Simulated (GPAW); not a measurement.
## TiSi2As4 monolayer: work function by functional and basis

Wanted: work functions and dipole of TiSi2As4 monolayer, with the cost of each level.

Program: GPAW 26.7.0. Level of theory: GPAW, PAW setups; layer in a repeated cell with vacuum, relaxation of atoms and in-plane cell, in the first sound run; inputs show where later runs differ. Results are calculated unless marked as measured.

Report form: the programs' logs are mostly left out.

### Step 1. The structure

The cell holds 7 atoms: 4 As, 2 Si and 1 Ti. Its edges and angles: a = 3.630 Å, b = 3.630 Å, c = 23.095 Å, α = 90.0°, β = 90.0°, γ = 120.0°. Vacuum lies along c.

### Step 2. Relaxing the atoms

Forces are removed first; all later runs use this geometry.

run.py reads:

```python
import json
import numpy as np
from ase import Atoms
from ase.filters import FrechetCellFilter
from ase.optimize import BFGS
from gpaw import GPAW, PW

slab = Atoms(
    ['As', 'Si', 'As', 'Ti', 'As', 'Si', 'As'],
    positions=[
        [0.00000, 0.00000, 7.00000],
        [-0.00000, 2.09578, 7.76197],
        [-0.00000, 2.09578, 9.99197],
        [0.00000, 0.00000, 11.54754],
        [-0.00000, 2.09578, 13.10311],
        [-0.00000, 2.09578, 15.33311],
        [0.00000, 0.00000, 16.09508]],
    cell=[[3.63, 0.0, 0.0], [-1.815, 3.14367, 0.0], [0.0, 0.0, 23.0951]],
    pbc=[True, True, True])

slab.calc = GPAW(mode=PW(600), xc='PBE', kpts={'size': (9, 9, 1), 'gamma': True},
                 occupations={'name': 'fermi-dirac', 'width': 0.05}, nbands='200%',
                 convergence={'density': 1e-05}, maxiter=200,
                 symmetry={'tolerance': 1e-3}, txt='slab.txt')
result = {}
# The in-plane cell is free; stress needs a cell that repeats along all three vectors
path = []
opt = BFGS(FrechetCellFilter(slab, mask=[1, 1, 0, 0, 0, 1]), maxstep=0.2)
opt.attach(lambda: path.append((slab.get_potential_energy(), slab.positions.tolist(), slab.get_forces().tolist())))
result['relaxed'] = bool(opt.run(fmax=0.02, steps=45))
result['path'] = path
result['cell'] = slab.cell.tolist()
print('in-plane lattice', slab.cell.cellpar().round(4)[[0, 1, 5]])
energy = slab.get_potential_energy()
fermi = slab.calc.get_fermi_level()
v = slab.calc.get_electrostatic_potential().mean((0, 1)) - fermi
n = slab.calc.get_pseudo_density().mean((0, 1))
L = slab.cell[2, 2]
z = np.arange(len(v)) * L / len(v)
low, high = slab.positions[:, 2].min(), slab.positions[:, 2].max()
below, above = np.interp([low - 4.8, high + 4.8], z, v)
slopes = [np.interp(x, z, np.gradient(v, z)) for x in (low - 4.8, high + 4.8)]
eps = np.array([[slab.calc.get_eigenvalues(k, s) for k in range(len(slab.calc.get_ibz_k_points()))]
                for s in range(slab.calc.get_number_of_spins())]) - fermi
top, bottom = eps[eps < 0].max(), eps[eps > 0].min()
dipole = slab.get_dipole_moment()[2]
print(f'energy {energy:.4f} eV, Fermi level {fermi:.4f} eV, dipole {dipole:.5f} e A')
print(f'potential 4.8 A off the faces, from the Fermi level: lower {below:.4f} eV, upper {above:.4f} eV')
print(f'slope of the potential there: lower {slopes[0]:.5f}, upper {slopes[1]:.5f} eV/A')
print(f'nearest levels on the mesh: {top:.4f} and {bottom:.4f} eV')
print('magnetic moment', round(slab.get_magnetic_moment(), 3))
result.update(energy=energy, fermi=fermi, dipole=dipole, below=below, above=above, slopes=slopes, edges=[top, bottom],
              z=z.tolist(), v=v.tolist(), n=n.tolist(), positions=slab.positions.tolist(),
              forces=slab.get_forces(apply_constraint=False).tolist(), moments=slab.get_magnetic_moments().tolist())
json.dump(result, open('result.json', 'w'))
```

The run is started by

```console
> OMP_NUM_THREADS=1 OPENBLAS_NUM_THREADS=1 python run.py
```

It took 30 min on 1 thread of Arm Neoverse V1, shared host; peak memory 0.7 GiB.

This step gave:

```
dipole along the normal                    : -5.51e-4 e·Å
levels nearest the Fermi level on the mesh : -0.1457, 0.02357 eV from the Fermi level
```

The electrostatic potential energy of an electron (without an applied field's), less the Fermi level, planar mean oscillates, so the rows of the table below give means over windows of 1.71 Å about each position, cut where the curve ends. Its maxima inside the range that stand out by 2 % of the span (Å: eV): 7.2: -9.30, 8.9: 2.24, 10.8: -4.35, 12.3: -4.34, 14.2: 2.25, 15.9: -9.30. Its minima: 6.7: -13.8, 7.6: -10.9, 10.1: -12.1, 11.5: -12.0, 13.0: -12.1, 15.5: -10.9, 16.4: -13.8.

The electrostatic potential energy of an electron (without an applied field's), less the Fermi level, planar mean by z; means over each step:

z (Å), electrostatic potential energy of an electron (without an applied field's), less the Fermi level, planar mean (eV) and a bar from the least value:
```
     0.85        5.1 ##############################
     2.56        5.1 ##############################
     4.28        4.9 ##############################
     5.98       -3.8 #############
     7.70       -7.6 #####
     9.41       -3.3 #############
    11.12       -8.1 ####
    12.82       -7.2 ######
    14.54       -1.7 #################
    16.25      -10.1 
    17.96        3.5 ###########################
    19.66        5.0 ##############################
    21.38        5.1 ##############################
```

The pseudo valence density, planar mean oscillates, so the rows of the table below give means over windows of 1 Å about each position, cut where the curve ends. Its maxima inside the range that stand out by 2 % of the span (Å: e/Å³): 6.2: 0.252, 7.2: 0.377, 9.6: 0.239, 11.5: 1.01, 13.5: 0.239, 15.9: 0.377, 16.9: 0.252. Its minima: 6.5: 0.179, 8.7: 0.124, 10.1: 0.165, 13.0: 0.165, 14.4: 0.124, 16.6: 0.179.

Pseudo valence density, planar mean against z; means over each step:

```csv
z (Å),"pseudo valence density, planar mean (e/Å³)"
2,6.4e-6
3,1.1e-4
4,0.00178
5,0.0284
6,0.186
7,0.300
8,0.187
9,0.152
10,0.223
11,0.552
12,0.617
13,0.232
14,0.161
15,0.175
16,0.307
17,0.195
18,0.0368
19,0.00230
20,1.4e-4
21,8.3e-6
```

The relaxation lowered the energy of the cell by 1.64 eV (energies extrapolated to zero smearing; the optimiser's log prints free energies). The largest force left on a free atom is 0.0069 eV/Å.

### Step 3. The slab's potential

The work function is the vacuum plateau of the electrostatic potential less the Fermi level; a dipole layer lets the two faces have plateaus of their own.

This step: GPAW, PAW setups; slab in vacuum (GPAW 26.7.0).

The cell differs from the one that the last finished run ended in (c 23.095 → 23.899 Å).

run.py: that of step 2 with these lines changed.

```diff
@@ -3,4 +3,2 @@
 from ase import Atoms
-from ase.filters import FrechetCellFilter
-from ase.optimize import BFGS
 from gpaw import GPAW, PW
@@ -10,25 +8,18 @@
     positions=[
-        [0.00000, 0.00000, 7.00000],
-        [-0.00000, 2.09578, 7.76197],
-        [-0.00000, 2.09578, 9.99197],
-        [0.00000, 0.00000, 11.54754],
-        [-0.00000, 2.09578, 13.10311],
-        [-0.00000, 2.09578, 15.33311],
-        [0.00000, 0.00000, 16.09508]],
-    cell=[[3.63, 0.0, 0.0], [-1.815, 3.14367, 0.0], [0.0, 0.0, 23.0951]],
-    pbc=[True, True, True])
+        [-0.00000, 0.00000, 7.00000],
+        [-0.00000, 2.14091, 8.09619],
+        [-0.00000, 2.14091, 10.46831],
+        [-0.00000, 0.00000, 11.94961],
+        [-0.00000, 2.14091, 13.43092],
+        [-0.00000, 2.14091, 15.80303],
+        [-0.00000, 0.00000, 16.89923]],
+    cell=[[3.70817, -0.0, 0.0], [-1.85408, 3.21137, 0.0], [0.0, 0.0, 23.8992]],
+    pbc=[True, True, False])
 
-slab.calc = GPAW(mode=PW(600), xc='PBE', kpts={'size': (9, 9, 1), 'gamma': True},
+slab.calc = GPAW(mode=PW(400), xc='PBE', kpts={'size': (9, 9, 1), 'gamma': True},
                  occupations={'name': 'fermi-dirac', 'width': 0.05}, nbands='200%',
                  convergence={'density': 1e-05}, maxiter=200,
+                 poissonsolver={'dipolelayer': 'xy'},
                  symmetry={'tolerance': 1e-3}, txt='slab.txt')
 result = {}
-# The in-plane cell is free; stress needs a cell that repeats along all three vectors
-path = []
-opt = BFGS(FrechetCellFilter(slab, mask=[1, 1, 0, 0, 0, 1]), maxstep=0.2)
-opt.attach(lambda: path.append((slab.get_potential_energy(), slab.positions.tolist(), slab.get_forces().tolist())))
-result['relaxed'] = bool(opt.run(fmax=0.02, steps=45))
-result['path'] = path
-result['cell'] = slab.cell.tolist()
-print('in-plane lattice', slab.cell.cellpar().round(4)[[0, 1, 5]])
 energy = slab.get_potential_energy()
```

Wall time 85 s (1 thread); peak memory 0.25 GiB.

Numbers from this step:

```yaml
dipole_along_the_normal: 4.11e-4 e·Å
levels_nearest_the_fermi_level_on_the_mesh: -0.1466, 0.02281 eV from the Fermi level
upper_work_function: 5.054 eV
lower_work_function: 5.062 eV
```

The electrostatic potential energy of an electron (without an applied field's), less the Fermi level, planar mean oscillates, so the rows of the table below give means over windows of 1 Å about each position, cut where the curve ends. Its maxima inside the range that stand out by 2 % of the span (Å: eV): 7.6: -9.32, 9.3: 2.24, 11.2: -4.34, 12.7: -4.34, 14.6: 2.24, 16.3: -9.33. Its minima: 7.0: -13.9, 8.0: -10.9, 10.5: -12.1, 11.9: -12.1, 13.4: -12.1, 15.9: -10.9, 16.9: -13.9.

Table of electrostatic potential energy of an electron (without an applied field's), less the Fermi level, planar mean by z; means over each step:

z (Å), electrostatic potential energy of an electron (without an applied field's), less the Fermi level, planar mean (eV) and a bar from the least value:
```
        0        5.1 ##############################
        1        5.1 ##############################
        2        5.1 ##############################
        3        5.1 ##############################
        4        5.0 ##############################
        5        4.8 ##############################
        6        1.7 ########################
        7      -10.9 
        8       -9.4 ###
        9        0.2 #####################
       10       -4.9 ###########
       11       -7.1 #######
       12       -9.5 ###
       13       -7.6 ######
       14       -3.5 ##############
       15       -0.7 ###################
       16       -9.8 ##
       17      -10.2 #
       18        2.5 #########################
       19        4.9 ##############################
       20        5.0 ##############################
       21        5.1 ##############################
       22        5.1 ##############################
       23        5.1 ##############################
```

The pseudo valence density, planar mean oscillates, so the rows of the table below give means over windows of 1 Å about each position, cut where the curve ends. Its maxima inside the range that stand out by 2 % of the span (Å: e/Å³): 6.6: 0.250, 7.5: 0.379, 10.0: 0.242, 11.9: 1.04, 13.9: 0.242, 16.4: 0.379, 17.3: 0.250. Its minima: 7.0: 0.189, 9.2: 0.124, 10.5: 0.160, 13.4: 0.160, 14.7: 0.124, 16.9: 0.189.

Pseudo valence density, planar mean against z; means over each step:

z (Å), pseudo valence density, planar mean (e/Å³) and a bar:
```
        3       0.00 
        4       0.00 
        5       0.01 
        6       0.12 ####
        7       0.25 ##########
        8       0.26 ##########
        9       0.14 #####
       10       0.20 ########
       11       0.33 #############
       12       0.78 ##############################
       13       0.30 ############
       14       0.19 #######
       15       0.14 ######
       16       0.28 ###########
       17       0.24 #########
       18       0.10 ####
       19       0.01 
       20       0.00 
       21       0.00
```

The potential is flat to 1.6e-4 eV/Å where it is read, so the vacuum is wide enough.

### Step 4. Self-consistent run: xc = "LDA"

The same geometry under LDA, to see how far the functional moves the levels against the vacuum.

run.py: that of step 3 with these lines changed.

```diff
@@ -18,3 +18,3 @@
 
-slab.calc = GPAW(mode=PW(400), xc='PBE', kpts={'size': (9, 9, 1), 'gamma': True},
+slab.calc = GPAW(mode=PW(400), xc='LDA', kpts={'size': (9, 9, 1), 'gamma': True},
                  occupations={'name': 'fermi-dirac', 'width': 0.05}, nbands='200%',
```

Run time: 83 s. Hardware: 1 thread; peak memory 0.25 GiB.

Numbers from this step:

| Item | Value |
| --- | --- |
| dipole along the normal | 4.10e-4 e·Å |
| levels nearest the Fermi level on the mesh | -0.09885, 0.02205 eV from the Fermi level |
| upper work function | 5.335 eV |
| lower work function | 5.343 eV |

The electrostatic potential energy of an electron (without an applied field's), less the Fermi level, planar mean oscillates, so the rows of the table below give means over windows of 1 Å about each position, cut where the curve ends. Its maxima inside the range that stand out by 2 % of the span (Å: eV): 7.6: -9.02, 9.3: 2.53, 11.2: -3.99, 12.7: -3.99, 14.6: 2.53, 16.3: -9.03. Its minima: 7.0: -13.5, 8.0: -10.6, 10.5: -11.7, 11.9: -11.7, 13.4: -11.7, 15.9: -10.6, 16.9: -13.6.

The electrostatic potential energy of an electron (without an applied field's), less the Fermi level, planar mean by z; means over each step:

```csv
z (Å),"electrostatic potential energy of an electron (without an applied field's), less the Fermi level, planar mean (eV)"
0,5.34
1,5.34
2,5.34
3,5.34
4,5.33
5,5.13
6,2.02
7,-10.6
8,-9.09
9,0.442
10,-4.53
11,-6.72
12,-9.16
13,-7.29
14,-3.15
15,-0.382
16,-9.49
17,-9.87
18,2.79
19,5.18
20,5.33
21,5.33
22,5.33
23,5.34
```

Table of pseudo valence density, planar mean by z:

```csv
z (Å),"pseudo valence density, planar mean (e/Å³)"
0.00,-5.0e-6
0.64,5.0e-6
1.28,-4.9e-6
1.92,6.2e-6
2.56,0
3.20,4.4e-5
3.84,2.4e-4
4.48,0.00154
5.12,0.00949
5.76,0.0547
6.40,0.224
7.04,0.188
7.68,0.358
8.32,0.184
8.96,0.131
9.60,0.161
10.24,0.203
10.88,0.321
11.52,0.570
12.16,0.869
12.80,0.339
13.44,0.159
14.08,0.210
14.72,0.123
15.36,0.169
16.00,0.283
16.64,0.301
17.28,0.251
17.92,0.0939
18.56,0.0173
19.20,0.00283
19.84,4.6e-4
20.48,6.6e-5
21.13,1.7e-5
21.77,-3.3e-6
22.41,5.4e-6
23.05,-4.9e-6
23.69,5.0e-6
```

Force by atom:

```csv
atom,x (eV/Å),y (eV/Å),z (eV/Å),size
As1,0.000,0.000,0.346,0.346
Si2,0.000,0.000,-0.019,0.019
As3,0.000,0.000,0.203,0.203
Ti4,0.000,0.000,0.000,0.000
As5,0.000,0.000,-0.203,0.203
Si6,0.000,0.000,0.019,0.019
As7,0.000,0.000,-0.346,0.346
```

The upper face's work function is 5.335 eV, against 5.054 eV in the first plane-wave PBE run at this geometry.

### Step 5. Self-consistent run: xc = "vdW-DF2"

The same geometry under vdW-DF2, to see how far the functional moves the levels against the vacuum (the van der Waals functionals take revPBE setups).

run.py: that of step 4 with these lines changed.

```diff
@@ -18,3 +18,3 @@
 
-slab.calc = GPAW(mode=PW(400), xc='LDA', kpts={'size': (9, 9, 1), 'gamma': True},
+slab.calc = GPAW(mode=PW(400), xc='vdW-DF2', kpts={'size': (9, 9, 1), 'gamma': True},
                  occupations={'name': 'fermi-dirac', 'width': 0.05}, nbands='200%',
```

Wall time 2.2 min (1 thread); peak memory 0.43 GiB.

This step gave:

| Property | Result |
| --- | --- |
| dipole along the normal | 4.13e-4 e·Å |
| levels nearest the Fermi level on the mesh | -0.08364, 0.1382 eV from the Fermi level |
| upper work function | 5.383 eV |
| lower work function | 5.391 eV |

The upper face's work function is 5.383 eV, against 5.054 eV in the first plane-wave PBE run at this geometry.

### Step 6. OptPBE vdW: xc = "optPBE-vdW"

The same geometry under optPBE-vdW, to see how far the functional moves the levels against the vacuum (the van der Waals functionals take revPBE setups).

run.py: that of step 5 with these lines changed.

```diff
@@ -18,3 +18,3 @@
 
-slab.calc = GPAW(mode=PW(400), xc='vdW-DF2', kpts={'size': (9, 9, 1), 'gamma': True},
+slab.calc = GPAW(mode=PW(400), xc='optPBE-vdW', kpts={'size': (9, 9, 1), 'gamma': True},
                  occupations={'name': 'fermi-dirac', 'width': 0.05}, nbands='200%',
```

The job ended after 96 s (1 thread; peak memory 0.43 GiB).

This step gave:

```yaml
dipole_along_the_normal: 4.12e-4 e·Å
levels_nearest_the_fermi_level_on_the_mesh: -0.03099, 0.09341 eV from the Fermi level
upper_work_function: 5.258 eV
lower_work_function: 5.267 eV
```

The upper face's work function is 5.258 eV, against 5.054 eV in the first plane-wave PBE run at this geometry.

### Step 7. Self-consistent run: xc = "revPBE"

The same geometry under revPBE, to see how far the functional moves the levels against the vacuum.

run.py: that of step 6 with these lines changed.

```diff
@@ -18,3 +18,3 @@
 
-slab.calc = GPAW(mode=PW(400), xc='optPBE-vdW', kpts={'size': (9, 9, 1), 'gamma': True},
+slab.calc = GPAW(mode=PW(400), xc='revPBE', kpts={'size': (9, 9, 1), 'gamma': True},
                  occupations={'name': 'fermi-dirac', 'width': 0.05}, nbands='200%',
```

Run time: 86 s. Hardware: 1 thread; peak memory 0.25 GiB.

This step gave:

* dipole along the normal: 4.11e-4 e·Å
* levels nearest the Fermi level on the mesh: -0.1661, 0.003213 eV from the Fermi level
* upper work function: 4.948 eV
* lower work function: 4.957 eV

Table of electrostatic potential energy of an electron (without an applied field's), less the Fermi level, planar mean by z:

```csv
z (Å),"electrostatic potential energy of an electron (without an applied field's), less the Fermi level, planar mean (eV)"
0.0,4.95
0.5,4.96
1.0,4.96
1.5,4.96
2.0,4.96
2.5,4.96
3.0,4.96
3.5,4.95
4.0,4.95
4.5,4.92
5.0,4.80
5.5,4.33
6.0,2.43
6.5,-4.28
7.0,-13.7
7.5,-9.81
8.0,-10.9
8.5,-5.37
9.0,1.06
9.5,1.71
10.0,-4.46
10.5,-12.0
11.0,-5.55
11.5,-6.85
12.0,-11.9
12.5,-5.57
13.0,-6.88
13.5,-11.7
14.0,-2.56
14.5,2.05
15.0,0.223
15.5,-7.15
16.0,-10.6
16.5,-10.7
17.0,-12.8
17.5,-2.28
18.0,3.03
18.5,4.48
19.0,4.83
19.5,4.92
20.0,4.94
20.5,4.95
21.0,4.95
21.5,4.95
22.0,4.95
22.5,4.95
23.0,4.95
23.5,4.95
```

The upper face's work function is 4.948 eV, against 5.054 eV in the first plane-wave PBE run at this geometry.

### Step 8. Self-consistent run: xc = "RPBE"

The same geometry under RPBE, to see how far the functional moves the levels against the vacuum.

run.py: that of step 7 with these lines changed.

```diff
@@ -18,3 +18,3 @@
 
-slab.calc = GPAW(mode=PW(400), xc='revPBE', kpts={'size': (9, 9, 1), 'gamma': True},
+slab.calc = GPAW(mode=PW(400), xc='RPBE', kpts={'size': (9, 9, 1), 'gamma': True},
                  occupations={'name': 'fermi-dirac', 'width': 0.05}, nbands='200%',
```

Wall time 86 s (1 thread); peak memory 0.25 GiB.

Numbers from this step:

```yaml
dipole_along_the_normal: 4.12e-4 e·Å
levels_nearest_the_fermi_level_on_the_mesh: -0.003282, 0.07274 eV from the Fermi level
upper_work_function: 4.944 eV
lower_work_function: 4.952 eV
```

The electrostatic potential energy of an electron (without an applied field's), less the Fermi level, planar mean by z:

```csv
z (Å),"electrostatic potential energy of an electron (without an applied field's), less the Fermi level, planar mean (eV)"
0.0,4.95
0.5,4.95
1.0,4.95
1.5,4.95
2.0,4.95
2.5,4.95
3.0,4.95
3.5,4.95
4.0,4.94
4.5,4.91
5.0,4.79
5.5,4.31
6.0,2.41
6.5,-4.31
7.0,-13.7
7.5,-9.84
8.0,-11.0
8.5,-5.40
9.0,1.02
9.5,1.68
10.0,-4.49
10.5,-12.1
11.0,-5.58
11.5,-6.88
12.0,-12.0
12.5,-5.60
13.0,-6.91
13.5,-11.7
14.0,-2.60
14.5,2.01
15.0,0.191
15.5,-7.18
16.0,-10.6
16.5,-10.7
17.0,-12.9
17.5,-2.31
18.0,3.01
18.5,4.46
19.0,4.82
19.5,4.91
20.0,4.94
20.5,4.94
21.0,4.94
21.5,4.94
22.0,4.94
22.5,4.94
23.0,4.94
23.5,4.94
```

The upper face's work function is 4.944 eV, against 5.054 eV in the first plane-wave PBE run at this geometry.

(Part 1 of 2 ends here.)

[Logs are printed without paths, hosts, clocks, repeated set-up lines and the standing remarks that a program may print on its own settings, such as how far it seeks lower states.]

[Hosts, paths, dates, database ids (printed as entryN), source tags and the programs' standing remarks are cut or masked in the printed files.]
